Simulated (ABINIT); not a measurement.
# Diamond (Fd-3m, 2 atoms a cell): G0W0 in ABINIT against the bands in the screening, part 2 of 2

How does the gap of Diamond (Fd-3m, 2 atoms a cell) converge in the bands in the screening?

ABINIT 10.8.3; PBE and many-body steps on it, plane waves. Known limits of the many-body steps: not at the basis limit.

So far. Step 2 (Screening, 8×8×8 mesh, 12 bands, screening to 261.2 eV): Local fields lower ε∞ by 7 %. Step 5 (15 bands): The gap on the mesh goes from 4.19 eV to 5.51 eV, a correction of +1.32 eV.

## Step 6: Screening, 8×8×8 mesh, 56 bands, screening to 261.2 eV

This step: RPA screening on PBE, plane waves, norm-conserving pseudopotentials.

Contents of run.abi:

```
acell 3*1.0 Angstrom
rprim 
  -0.000000000000 1.783370000000 1.783370000000
  1.783370000000 -0.000000000000 1.783370000000
  1.783370000000 1.783370000000 0.000000000000
ntypat 1
znucl 6
natom 2
typat 1 1
xred 
  -0.000000000000 0.000000000000 0.000000000000
  0.250000000000 0.250000000000 0.250000000000
pp_dirpath "pseudos"
pseudos "C.upf"
ecut 37
ngkpt 8 8 8
nshiftk 1
shiftk 0 0 0
kptopt 1
chksymbreak 0
istwfk *1
occopt 1
irdwfk 1
optdriver 3
nband 56
ecuteps 9.6
inclvkb 2
awtr 1
symchi 1
indata_prefix "in"
outdata_prefix "out"
tmpdata_prefix "tmp"
```

On the command line:

```sh
$ OMP_NUM_THREADS=1 mpirun -n 8 abinit run.abi > log
```

What it wrote:

```text
.Version 10.8.3 of ABINIT. v10.8.2 released Aug 2026.

 Symmetries : space group Fd -3 m (#227); Bravais cF (face-center cubic)
[... echo of the input left out ...]
== DATASET  1 ==================================================================
-   mpi_nproc: 8, omp_nthreads: 1 (-1 if OMP is not activated)

--- !DatasetInfo
iteration_state: {dtset: 1, }
dimensions: {natom: 2, nkpt: 29, mband: 56, nsppol: 1, nspinor: 1, nspden: 1, mpw: 869, }
cutoff_energies: {ecut:  37.0, pawecutdg:  -1.0, }
[...]
--------------------------------------------------------------------------------
[... chi0 elements left out ...]
 For q-point:  0.000010 0.000020 0.000030
  dielectric constant =   5.5095
  dielectric constant without local fields =   5.9484

  Average fulfillment of the sum rule on Im[epsilon] for q-point    1 :     85.44  [%]
[... wings left out ...]
  q-point number  2        q = ( 0.125000, 0.000000, 0.000000) [r.l.u.]
--------------------------------------------------------------------------------
[... chi0 elements left out ...]
  Average fulfillment of the sum rule on Im[epsilon] for q-point    2 :     97.24  [%]

 [... 27 further q-points ...]
```

The job ended after 22 s (8 MPI ranks of Arm Neoverse V1, shared host; peak memory 1 GiB; 2.9 min of CPU time).

This step gave:

| Quantity | Value |
| --- | --- |
| ε∞ with local fields, on this mesh, along the program's q direction | 5.510 |
| the same without local fields | 5.948 |
| plasma frequency | 31.18 eV |
| plane waves in the screening matrix | 113 |

## Step 7: 56 bands

This step: G0W0 on PBE, plane waves, norm-conserving pseudopotentials.

run.abi: that of step 6 with these lines changed.

```diff
@@ -23,8 +23,17 @@
 irdwfk 1
-optdriver 3
+optdriver 4
 nband 56
+gwcalctyp 0
+ecutsigx 37
+symsigma 1
+nkptgw 2
+kptgw 
+  0.0000000000 0.0000000000 0.0000000000
+  0.3750000000 0.3750000000 0.0000000000
+bdgw 
+  2 7
+  3 6
 ecuteps 9.6
-inclvkb 2
-awtr 1
-symchi 1
+irdscr 1
+ppmodel 1
 indata_prefix "in"
```

What it wrote:

```text
.Version 10.8.3 of ABINIT. v10.8.2 released Aug 2026.

 Symmetries : space group Fd -3 m (#227); Bravais cF (face-center cubic)
[... echo of the input left out ...]
== DATASET  1 ==================================================================
-   mpi_nproc: 8, omp_nthreads: 1 (-1 if OMP is not activated)

--- !DatasetInfo
iteration_state: {dtset: 1, }
dimensions: {natom: 2, nkpt: 29, mband: 56, nsppol: 1, nspinor: 1, nspden: 1, mpw: 869, }
cutoff_energies: {ecut:  37.0, pawecutdg:  -1.0, }
[...]
Band     E0 <VxcDFT>   SigX SigC(E0)      Z dSigC/dE  Sig(E)    E-E0       E
[...]
5  14.483 -14.094  -8.673  -4.677   0.842  -0.188 -13.467   0.627  15.110
        6  17.096 -13.238  -7.304  -5.217   0.843  -0.186 -12.633   0.605  17.701

== END DATASET(S) ==============================================================
================================================================================

 -outvars: echo values of variables after computation  --------
           etotal      0.0000000000E+00
            nband          56
             nkpt          29
          spgroup         227
 [... the other variables as echoed above ...]

 Calculation completed.
```

The job ended after 4.5 s (8 MPI ranks; peak memory 1 GiB; 35 s of CPU time).

Numbers from this step:

* G0W0 gap on the points computed: 5.467 eV
* starting gap on the mesh: 4.190 eV
* k of the valence top: 0, 0, 0
* k of the conduction bottom: 0.375, 0.375, 0
* least direct G0W0 gap on the computed points: 7.408 eV

Against the run before, the gap moves by −0.046 eV.

## Step 8: Screening, 8×8×8 mesh, 124 bands, screening to 261.2 eV

This step: RPA screening on PBE, plane waves, norm-conserving pseudopotentials.

run.abi: that of step 7 with these lines changed.

```diff
@@ -23,17 +23,8 @@
 irdwfk 1
-optdriver 4
-nband 56
-gwcalctyp 0
-ecutsigx 37
-symsigma 1
-nkptgw 2
-kptgw 
-  0.0000000000 0.0000000000 0.0000000000
-  0.3750000000 0.3750000000 0.0000000000
-bdgw 
-  2 7
-  3 6
+optdriver 3
+nband 124
 ecuteps 9.6
-irdscr 1
-ppmodel 1
+inclvkb 2
+awtr 1
+symchi 1
 indata_prefix "in"
```

What it wrote:

```text
.Version 10.8.3 of ABINIT. v10.8.2 released Aug 2026.

 Symmetries : space group Fd -3 m (#227); Bravais cF (face-center cubic)
[... echo of the input left out ...]
== DATASET  1 ==================================================================
-   mpi_nproc: 8, omp_nthreads: 1 (-1 if OMP is not activated)

--- !DatasetInfo
iteration_state: {dtset: 1, }
dimensions: {natom: 2, nkpt: 29, mband: 124, nsppol: 1, nspinor: 1, nspden: 1, mpw: 869, }
cutoff_energies: {ecut:  37.0, pawecutdg:  -1.0, }
[...]
--------------------------------------------------------------------------------
[... chi0 elements left out ...]
 For q-point:  0.000010 0.000020 0.000030
  dielectric constant =   5.5168
  dielectric constant without local fields =   5.9490

  Average fulfillment of the sum rule on Im[epsilon] for q-point    1 :     97.00  [%]
[... wings left out ...]
  q-point number  2        q = ( 0.125000, 0.000000, 0.000000) [r.l.u.]
--------------------------------------------------------------------------------
[... chi0 elements left out ...]
  Average fulfillment of the sum rule on Im[epsilon] for q-point    2 :    100.22  [%]

 [... 27 further q-points ...]
```

The job ended after 44 s (8 MPI ranks; peak memory 1.4 GiB).

Numbers from this step:

```
ε∞ with local fields, on this mesh, along the program's q direction : 5.517
the same without local fields                                       : 5.949
plasma frequency                                                    : 31.18 eV
plane waves in the screening matrix                                 : 113
```

## Step 9: 124 bands

This step: G0W0 on PBE, plane waves, norm-conserving pseudopotentials.

run.abi: that of step 8 with these lines changed.

```diff
@@ -23,8 +23,17 @@
 irdwfk 1
-optdriver 3
-nband 124
+optdriver 4
+nband 56
+gwcalctyp 0
+ecutsigx 37
+symsigma 1
+nkptgw 2
+kptgw 
+  0.0000000000 0.0000000000 0.0000000000
+  0.3750000000 0.3750000000 0.0000000000
+bdgw 
+  2 7
+  3 6
 ecuteps 9.6
-inclvkb 2
-awtr 1
-symchi 1
+irdscr 1
+ppmodel 1
 indata_prefix "in"
```

What it wrote:

```text
.Version 10.8.3 of ABINIT. v10.8.2 released Aug 2026.

 Symmetries : space group Fd -3 m (#227); Bravais cF (face-center cubic)
[... echo of the input left out ...]
== DATASET  1 ==================================================================
-   mpi_nproc: 8, omp_nthreads: 1 (-1 if OMP is not activated)

--- !DatasetInfo
iteration_state: {dtset: 1, }
dimensions: {natom: 2, nkpt: 29, mband: 56, nsppol: 1, nspinor: 1, nspden: 1, mpw: 869, }
cutoff_energies: {ecut:  37.0, pawecutdg:  -1.0, }
[...]
Band     E0 <VxcDFT>   SigX SigC(E0)      Z dSigC/dE  Sig(E)    E-E0       E
[...]
5  14.483 -14.094  -8.673  -4.726   0.842  -0.188 -13.509   0.585  15.068
        6  17.096 -13.238  -7.304  -5.262   0.843  -0.186 -12.672   0.566  17.662

== END DATASET(S) ==============================================================
================================================================================

 -outvars: echo values of variables after computation  --------
           etotal      0.0000000000E+00
            nband          56
             nkpt          29
          spgroup         227
 [... the other variables as echoed above ...]

 Calculation completed.
```

Run time: 4.5 s. Hardware: 8 MPI ranks; peak memory 1 GiB.

This step gave:

```
G0W0 gap on the points computed              : 5.469 eV
starting gap on the mesh                     : 4.190 eV
k of the valence top                         : 0, 0, 0
k of the conduction bottom                   : 0.375, 0.375, 0
least direct G0W0 gap on the computed points : 7.408 eV
```

Against the run before, the gap moves by +0.002 eV.

## Step 10: Side by side

Times are wall times on 8 MPI ranks of Arm Neoverse V1, shared host, good to a factor of about two. A run's time includes the screening step that it read.

| run | mesh | bands | screening cutoff (eV) | DFT gap (eV) | gap on the mesh (eV) | direct (eV) | ε∞ used | time |
| --- | --- | --- | --- | --- | --- | --- | --- | --- |
| 12 bands | 8×8×8 | 56 | 261.2 | 4.190 | 5.551 | 7.496 | 5.47 | 9.4 s |
| 15 bands | 8×8×8 | 56 | 261.2 | 4.190 | 5.513 | 7.461 | 5.48 | 12 s |
| 56 bands | 8×8×8 | 56 | 261.2 | 4.190 | 5.467 | 7.408 | 5.51 | 26 s |
| 124 bands | 8×8×8 | 56 | 261.2 | 4.190 | 5.469 | 7.408 | 5.52 | 49 s |

## Step 11: Summary of results

| Quantity | Value |
| --- | --- |
| 12 bands | 5.551 eV |
| 15 bands | 5.513 eV |
| 56 bands | 5.467 eV |
| 124 bands | 5.469 eV |
| known limits | not at the basis limit |

**Reading.** The setting moved: bands in the screening. From 12 bands to 124 bands the gap moves by −0.08 eV, for 5.2 times the time. It holds to 0.03 eV from 56 bands on. Bands and screening cutoff are coupled, so a series along one setting does not show full convergence. Bands and cutoff are finite, so the gap is not at the basis limit. The miss can reach some tenths of an eV and take either sign; the mesh is an error of its own. In the first G0W0 run levels were corrected at 2 k points alone, so a gap called «on the mesh» is the least over those, and an edge elsewhere would be missed.

[Paths, hosts, dates, memory and timing lines, banners, echoed tables and standing remarks are left out of the program output.]

[Logs are printed without paths, hosts, clocks, repeated set-up lines and the standing remarks that a program may print on its own settings, such as how far it seeks lower states.]

[Runs of the session that timed out or met a known fault of the program may be left out.]

[No measured gap is set beside runs whose start may be inverted or whose files or cutoffs have a known fault.]

[Hosts, paths, dates, database ids (printed as entryN), source tags and the programs' standing remarks are cut or masked in the printed files.]

[G0W0 gaps are taken among the corrected bands and points alone; a level outside them can change the order at an edge.]

[Where Ansatz stands beside ABINIT at settings called matched, ABINIT's density can come from a denser mesh and the files from another edition; pairs whose starting gaps differed by over 0.03 eV were left out, so agreement reads better than it is.]
